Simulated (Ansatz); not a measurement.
# What InPt3C (Pm-3m) distorts into, part 2 of 3

Aim: this structure of InPt3C (Pm-3m) is to be tested for unstable modes, and one is followed downhill.

Ansatz 0.2.0; DFT PBEsol, scalar-relativistic, plane waves, PAW; PAW set soft_1.

So far, highest frequency on the path or at a solved wavevector (cm⁻¹): step 2 (response at finite wavevector) 628. Also lowest frequency on the path (cm⁻¹): step 2 -99.8.

## Step 4: The mode frozen in, largest atomic shift 0.32 Å

The atoms are moved along the unstable eigenvector, the largest shift by 0.32 Å, with the cell fixed.

Contents of input.yaml:

```yaml
crystal:
  lattice:
    - [-4.1977651068, 0.0, 0.0]
    - [0.0, -4.1977651068, -4.1977651068]
    - [0.0, -4.1977651068, 4.1977651068]
  atoms:
    - { symbol: In, position: [0.0, 0.5, 0.5] }
    - { symbol: In, position: [0.0, 1.0, 1.0] }
    - { symbol: Pt, position: [0.5, 0.75, 0.25] }
    - { symbol: Pt, position: [0.5, 0.25, 0.75] }
    - { symbol: Pt, position: [0.5762310401, 0.75, 0.75] }
    - { symbol: Pt, position: [0.4237689599, 0.25, 0.25] }
    - { symbol: Pt, position: [1.0, 0.0, 0.5] }
    - { symbol: Pt, position: [1.0, 0.5, 0.0] }
    - { symbol: C, position: [0.5, 0.0, 0.5] }
    - { symbol: C, position: [0.5, 0.5, 0.0] }
kpoints:
  mp_grid: { grid: [8, 6, 6] }
hamiltonian:
  xc: pbesol
  pseudopotentials: { kind: paw, azcp: { folder: soft_1 }, xc_functional: pbe }
scf:
  occupations: { method: methfessel_paxton, width: 0.2 }
output:
  forces: true
  stress: true
  eigenvalues: true
```

Run with:

```sh
$ ansatz run input.yaml --threads 4 --pin off --max-ram 10240MiB --backend cpu --events-out ev --progress --plain --runs-dir out
```

Numbers of over 12 decimals in the logs are rounded to 6 here.

What it wrote:

```text
[...]
Crystal: 10 atoms, lattice volume = 147.940 Å³
Basis set: ecut = 420 eV, 2871 PW (Γ), exchange–correlation on 60×80×80 points (8 copies of the dense FFT grid, shifted against one another)
Bands: 86, of which v1, the nominal top of the filled ones, is band 71 counted from 1 (70 counted from 0)
Symmetry: 8 space group operations
[...]
k-points: 65 of 288
[...]
k-point 0: bands = [... 67 lower, 18.3003, 18.3493, 18.5068, 18.7456, 18.7985, 19.7754, 21.0677, 21.2659, ... 11 higher]
  k-point 1: bands = [... 67 lower, 18.2036, 18.4830, 18.5655, 18.8006, 19.0381, 19.7406, 20.7345, 21.4065, ... 11 higher]
  k-point 2: bands = [... 67 lower, 18.0435, 18.7319, 18.7602, 18.9638, 19.5162, 19.6071, 20.2637, 21.7943, ... 11 higher]
  k-point 64: bands = [... 67 lower, 18.0115, 18.4861, 18.7408, 18.9688, 18.9753, 20.2160, 21.2875, 21.3897, ... 11 higher]
[key lines of the parts left out:]
SCF converged after 8 iterations
Free energy (F): -85854.622480 eV
Fermi energy:    19.378961 eV
P = ⅓ Tr σ = 1.1924 GPa (11.924 kbar)
```

Run time: 14 s. Hardware: 4 threads of Arm Neoverse V1, shared host; peak memory 0.94 GiB.

This step gave:

```yaml
pressure: 1.192 GPa
energy_from_the_undistorted_cell: -31.04 meV/atom
```

The energy, extrapolated to zero smearing, is -31.04 meV/atom against the undistorted cell.

The run ends at a pressure of 1.19 GPa, with forces up to 0.16 eV/Å.

## Step 5: Energy along the mode, all amplitudes (two of the runs are shown above)

An imaginary frequency means negative curvature, so the energy should fall and then rise again as anharmonic terms take over.

Numbers from this step:

* depth at the lowest point sampled: 31.04 meV/atom
* largest atomic shift at that point: 0.32 Å

Table of energy from the parent by largest atomic shift:

```
largest atomic shift (Å)  energy from the parent (meV/atom)
                   0.000                                  0
                   0.040                              -1.11
                   0.080                              -4.22
                   0.140                              -11.5
                   0.220                              -22.4
                   0.320                              -31.0
                   0.450                              -21.6
                   0.600                               32.5
```

Displacement at unit largest shift by atom:

| atom | x (Å) | y (Å) | z (Å) | size |
| --- | --- | --- | --- | --- |
| In1 | 0.00 | 0.00 | 0.00 | 0.00 |
| In2 | 0.00 | 0.00 | 0.00 | 0.00 |
| Pt3 | 0.00 | 0.00 | 0.00 | 0.00 |
| Pt4 | 0.00 | 0.00 | 0.00 | 0.00 |
| Pt5 | -1.00 | 0.00 | 0.00 | 1.00 |
| Pt6 | 1.00 | 0.00 | 0.00 | 1.00 |
| Pt7 | 0.00 | 0.00 | 0.00 | 0.00 |
| Pt8 | 0.00 | 0.00 | 0.00 | 0.00 |
| C9 | 0.00 | 0.00 | 0.00 | 0.00 |
| C10 | 0.00 | 0.00 | 0.00 | 0.00 |

The lowest of the steps tried is at 0.32 Å, 31.0 meV/atom below the parent; the bottom of the well need not coincide with a step.

## Step 6: Relaxation from the frozen mode

Starting from the lowest point found, all atoms and the cell are let go, so that strain and other modes of the same symmetry can join in.

input.yaml: that of step 4 with these lines changed.

```diff
@@ -27 +27,6 @@
   eigenvalues: true
+relax:
+  adjacent_minimum: "off"
+  f_tol: 0.002
+  max_steps: 120
+  cell: { stress_tol: 0.03 }
```

What it wrote:

```text
[...]
Crystal: 10 atoms, lattice volume = 147.940 Å³
Basis set: ecut = 420 eV, 2871 PW (Γ), exchange–correlation on 60×80×80 points (8 copies of the dense FFT grid, shifted against one another)
Bands: 86, of which v1, the nominal top of the filled ones, is band 71 counted from 1 (70 counted from 0)
Symmetry: 8 space group operations
[...]
k-points: 65 of 288
[...]
SCF iter   1: F=—  HF=-85859.992084 eV  |F-HF|=—  |Δ(HF+E_count)|=         —  Δρ=1.09e-1  dr2=2.20e1  ethr=3.10e-3  ⟨swp⟩=5.1  Hψ=18071  notcnv=0
[...]
SCF iter   8: F=-85854.622480 eV  HF=-85854.622480 eV  |F-HF|=1.29e-8  |Δ(HF+E_count)|=   6.90e-7  S|Δr|=    0.00e0  Δρ=9.23e-6  dr2=8.20e-8  ethr=7.04e-11  ⟨swp⟩=9.1  Hψ=25739  notcnv=0
SCF 1 converged in 8 iterations: F = -85854.622480 eV  dr2 = 8.20e-8
[...]
relax step   1: F+E_penalty+E_count = -85854.62248046 eV  Δ(F+E_penalty+E_count) = +0.000e0 eV  max|allowed force component| = 1.554e-1 eV/Å  Δτ_max = 0.0000 Å  P = +1.192 GPa  Ω = 147.940 Å³  (8 SCF iters, dr2 threshold 1.00e-7 eV, accepted)
Crystal: 10 atoms, lattice volume = 149.339 Å³
Basis set: ecut = 420 eV, 2885 PW (Γ), exchange–correlation on 60×80×80 points (8 copies of the dense FFT grid, shifted against one another)
[...]
iter 1 solved again at ethr=1.87e-5 eV; its pass at ethr=3.10e-3 eV (dr2=2.66e-2 eV) is discarded
[...]
SCF iter   5: F=-85854.652797 eV  HF=-85854.652798 eV  |F-HF|=7.05e-7  |Δ(HF+E_count)|=   4.73e-6  S|Δr|=    0.00e0  Δρ=1.89e-5  dr2=9.81e-7  ethr=7.04e-10  ⟨swp⟩=3.9  Hψ=22351  notcnv=0
SCF 2 converged in 5 iterations: F = -85854.652797 eV  dr2 = 9.81e-7
relax step   2: F+E_penalty+E_count = -85854.65279729 eV  Δ(F+E_penalty+E_count) = -3.032e-2 eV  max|allowed force component| = 5.157e-2 eV/Å  Δτ_max = 0.0357 Å  P = -0.557 GPa  Ω = 149.339 Å³  energy of the carried Pulay correction = -9.007e-4 eV  (5 SCF iters, dr2 threshold 1.00e-6 eV, accepted)
Crystal: 10 atoms, lattice volume = 148.880 Å³
Basis set: ecut = 420 eV, 2877 PW (Γ), exchange–correlation on 60×80×80 points (8 copies of the dense FFT grid, shifted against one another)
[...]
SCF iter   5: F=-85854.663583 eV  HF=-85854.663583 eV  |F-HF|=1.72e-7  |Δ(HF+E_count)|=   2.10e-6  S|Δr|=    0.00e0  Δρ=1.19e-5  dr2=2.63e-7  ethr=7.04e-10  ⟨swp⟩=5.8  Hψ=22084  notcnv=0
SCF 3 converged in 5 iterations: F = -85854.663583 eV  dr2 = 2.63e-7
[...]
relax step   3: F+E_penalty+E_count = -85854.66358331 eV  Δ(F+E_penalty+E_count) = -1.079e-2 eV  max|allowed force component| = 1.463e-1 eV/Å  Δτ_max = 0.0092 Å  P = +0.240 GPa  Ω = 148.880 Å³  energy of the carried Pulay correction = -6.063e-4 eV  (5 SCF iters, dr2 threshold 1.00e-6 eV, accepted)
[...]
relax step   4: F+E_penalty+E_count = -85854.66573130 eV  Δ(F+E_penalty+E_count) = -2.148e-3 eV  max|allowed force component| = 1.123e-1 eV/Å  Δτ_max = 0.0298 Å  P = -0.543 GPa  Ω = 149.202 Å³  energy of the carried Pulay correction = -8.131e-4 eV  (5 SCF iters, dr2 threshold 1.00e-6 eV, accepted)
[...]
relax step   5: F+E_penalty+E_count = -85854.66835786 eV  Δ(F+E_penalty+E_count) = -2.627e-3 eV  max|allowed force component| = 4.352e-4 eV/Å  Δτ_max = 0.0136 Å  P = +0.027 GPa  Ω = 148.920 Å³  energy of the carried Pulay correction = -6.322e-4 eV  (5 SCF iters, dr2 threshold 1.00e-6 eV, accepted)
[...]
relax step   6: F+E_penalty+E_count = -85854.66841242 eV  Δ(F+E_penalty+E_count) = -5.455e-5 eV  max|allowed force component| = 5.986e-4 eV/Å  Δτ_max = 0.0005 Å  P = +0.011 GPa  Ω = 148.936 Å³  energy of the carried Pulay correction = -6.423e-4 eV  (5 SCF iters, dr2 threshold 2.24e-8 eV, accepted)
[...]
SCF iter   5: F=-85854.669250 eV  HF=-85854.669250 eV  |F-HF|=0.00e0  |Δ(HF+E_count)|=  8.73e-11  S|Δr|=    0.00e0  Δρ=1.01e-7  dr2=2.68e-11  ethr=1.00e-12  ⟨swp⟩=3.0  Hψ=19138  notcnv=0
SCF 7 converged in 5 iterations: F = -85854.669250 eV  dr2 = 2.68e-11
relax step   7: F+E_penalty+E_count = -85854.66924969 eV  Δ(F+E_penalty+E_count) = -8.373e-4 eV  max|allowed force component| = 7.053e-4 eV/Å  Δτ_max = 0.0000 Å  P = +0.013 GPa  Ω = 148.936 Å³  stress off target by 2.54e-2 GPa  SCF on the basis re-selected at this cell (its energy is not comparable with the rows above)  (5 SCF iters)
basis re-selected at this cell: Δ(F+E_penalty+E_count) = -8.373e-4 eV, ΔP = +0.002 GPa vs the last step (what re-selecting the basis moved, of the pressure what is left beyond the Pulay correction that the steps carried, after the strain that the cell walked since its last selection, with what the two solves' SCF thresholds leave and, on support functions, any second-order correction that the steps lacked; it is no m [...]
SCF converged after 5 iterations
[...]
Free energy (F): -85854.669250 eV
[...]
Internal energy: -85854.671064 eV  (E = F + TS)
E sigma→0 (E₀):  -85854.669703 eV
Entropy (-TS):   0.001815 eV (0.181 meV/atom)
Fermi energy:    19.193121 eV
[...]
--- Forces (eV/Å), atoms counted from 1 ---
  atom   1  In     0.00000000     0.00000000     0.00000000
  atom   2  In     0.00000000     0.00000000     0.00000000
  atom   3  Pt     0.00000000     0.00000000    -0.00000000
  atom   4  Pt     0.00000000     0.00000000     0.00000000
  atom   5  Pt    -0.00070533     0.00000000     0.00000000
  atom   6  Pt     0.00070533     0.00000000     0.00000000
  atom   7  Pt     0.00000000     0.00000000     0.00000000
  atom   8  Pt    -0.00000000     0.00000000    -0.00000000
  atom   9  C     -0.00000000     0.00000000     0.00000000
  atom  10  C     -0.00000000     0.00000000    -0.00000000
  max |Σ_I F_I| component: 1.08e-19 eV/Å
--- Stress (GPa, compression-positive) ---
        0.025358       0.000000       0.000000
        0.000000       0.011947       0.000000
        0.000000       0.000000       0.002030
  P = ⅓ Tr σ = 0.0131 GPa (0.131 kbar)
--- Band table (eV; the first three rows and the last of 65) ---
  k-point 0: bands = [... 67 lower, 18.0990, 18.2143, 18.2592, 18.6059, 18.6828, 19.5949, 20.9145, 21.0212, ... 11 higher]
  k-point 1: bands = [... 67 lower, 18.0068, 18.3208, 18.3551, 18.6712, 18.9534, 19.5511, 20.6104, 21.2007, ... 11 higher]
  k-point 2: bands = [... 67 lower, 17.8442, 18.5759, 18.6126, 18.7842, 19.4019, 19.4484, 20.1558, 21.4930, ... 11 higher]
  k-point 64: bands = [... 67 lower, 17.8886, 18.2074, 18.5441, 18.6900, 18.6907, 20.0218, 21.3364, 21.3870, ... 11 higher]
--- Relaxed structure (6 steps of the walk, 6 accepted, 1 SCFs on fresh bases) ---
  F+E_penalty+E_count = -85854.66924969 eV   max|allowed force component| = 7.053e-4 eV/Å   (the final SCF, on the basis selected at the relaxed cell)
  cell:  # Å, volume = 148.9359 Å³
    - [-4.279506, 0.0, 0.0]
    - [0.0, -4.227727, -4.115939]
    - [0.0, -4.227727, 4.115939]
  atoms:
    - { symbol: In, position: [0, 0.500000, 0.500000] }
    - { symbol: In, position: [0, 1.000000, 1.000000] }
    - { symbol: Pt, position: [0.500000, 0.750000, 0.250000] }
    - { symbol: Pt, position: [0.500000, 0.250000, 0.750000] }
    - { symbol: Pt, position: [0.583193, 0.750000, 0.750000] }
    - { symbol: Pt, position: [0.416807, 0.250000, 0.250000] }
    - { symbol: Pt, position: [1.000000, 0.0, 0.500000] }
    - { symbol: Pt, position: [1.000000, 0.500000, 0.0] }
    - { symbol: C, position: [0.500000, 0.0, 0.500000] }
    - { symbol: C, position: [0.500000, 0.500000, 0.0] }
```

Run time: 97 s. Hardware: 4 threads; peak memory 0.97 GiB.

Step by step:

| step | energy less that of the first step (eV) | largest force component (eV/Å) | pressure (GPa) | volume (Å³) |
| --- | --- | --- | --- | --- |
| 1 | 0.0000 | 0.1554 | 1.19 | 147.94 |
| 2 | -0.0303 | 0.0516 | -0.56 | 149.34 |
| 3 | -0.0411 | 0.1463 | 0.24 | 148.88 |
| 4 | -0.0433 | 0.1123 | -0.54 | 149.20 |
| 5 | -0.0459 | 0.0004 | 0.03 | 148.92 |
| 6 | -0.0459 | 0.0006 | 0.01 | 148.94 |
| 7* | -0.0468 | 0.0007 | 0.01 | 148.94 |

Relaxation steps marked * repeat the geometry before them on a plane-wave basis chosen anew for their cell, so energy and pressure can jump there.

The run keeps the 8 symmetry operations that it works with, so distortions that break them were not tested.

```
conventional cell, symmetrised  before  after  change
                         a (Å)   8.396  8.232  -1.9 %
                         b (Å)   8.396  8.455  +0.7 %
                         c (Å)   4.198  4.280  +1.9 %
              volume (Å³/atom)   14.79  14.89  +0.7 %
```

The atoms that moved most (Å, as changes of fractional coordinates times the final cell):

```csv
atom,dx,dy,dz,length
Pt5,-0.030,0.000,0.000,0.030
Pt6,0.030,0.000,0.000,0.030
```

This step gave:

* pressure: 0.01311 GPa
* volume per atom: 14.89 Å³

The distorted start has space group Cmme; the relaxation ends in Cmme.

## Step 7: The new phase in its own primitive cell

The relaxed structure is symmetrised, reduced to its primitive cell and relaxed tightly, as its phonons need.

input.yaml, the sections that differ from step 6:

```yaml
crystal:
  lattice:
    - [4.1159393134, -4.2277265067, 0.0]
    - [4.1159393134, 4.2277265067, 0.0]
    - [0.0, 0.0, 4.2795063858]
  atoms:
    - { symbol: In, position: [0.5, 0.5, 0.0] }
    - { symbol: In, position: [0.0, 0.0, 0.0] }
    - { symbol: Pt, position: [0.75, 0.75, 0.5] }
    - { symbol: Pt, position: [0.25, 0.25, 0.5] }
    - { symbol: Pt, position: [0.25, 0.75, 0.5831928188] }
    - { symbol: Pt, position: [0.75, 0.25, 0.4168071812] }
    - { symbol: Pt, position: [0.5, 0.0, 0.0] }
    - { symbol: Pt, position: [0.0, 0.5, 0.0] }
    - { symbol: C, position: [0.5, 0.0, 0.5] }
    - { symbol: C, position: [0.0, 0.5, 0.5] }
kpoints:
  mp_grid: { grid: [6, 6, 8] }
relax:
  adjacent_minimum: "off"
  f_tol: 0.001
  max_steps: 60
  cell: { stress_tol: 0.01 }
# hamiltonian, scf, output: as in step 6
```

What it wrote:

```text
[...]
Crystal: 10 atoms, lattice volume = 148.936 Å³
Basis set: ecut = 420 eV, 2901 PW (Γ), exchange–correlation on 80×80×60 points (8 copies of the dense FFT grid, shifted against one another)
Bands: 86, of which v1, the nominal top of the filled ones, is band 71 counted from 1 (70 counted from 0)
Symmetry: 8 space group operations
[...]
k-points: 65 of 288
[...]
atoms:
    - { symbol: In, position: [0.5, 0.5, 0] }
    - { symbol: In, position: [0, 0, 0] }
    - { symbol: Pt, position: [0.750000, 0.750000, 0.5] }
    - { symbol: Pt, position: [0.25, 0.25, 0.5] }
    - { symbol: Pt, position: [0.25, 0.75, 0.583244] }
    - { symbol: Pt, position: [0.75, 0.25, 0.416756] }
    - { symbol: Pt, position: [0.5, 0.0, 0] }
    - { symbol: Pt, position: [0.0, 0.5, 0] }
    - { symbol: C, position: [0.5, 0.0, 0.5] }
    - { symbol: C, position: [0.0, 0.5, 0.5] }
[key lines of the parts left out:]
SCF converged after 5 iterations
Free energy (F): -85854.669252 eV
Fermi energy:    19.190794 eV
P = ⅓ Tr σ = -0.0029 GPa (-0.029 kbar)
```

Run time: 54 s. Hardware: 4 threads; peak memory 0.98 GiB; 3.5 min of CPU time.

Little changed from the start: no atom moved by 0.005 Å and no cell edge by 0.1 %.

Numbers from this step:

| Property | Result |
| --- | --- |
| pressure | -0.002908 GPa |

The largest force component left is 0.47 meV/Å and the pressure is -0.003 GPa, within the tolerances set. The cell now holds 14.89 Å³/atom.

(Continued in part 3 of 3.)

[Logs are printed without paths, hosts, clocks, repeated set-up lines and the standing remarks that a program may print on its own settings, such as how far it seeks lower states.]

[Hosts, paths, dates, database ids (printed as entryN), source tags and the programs' standing remarks are cut or masked in the printed files.]
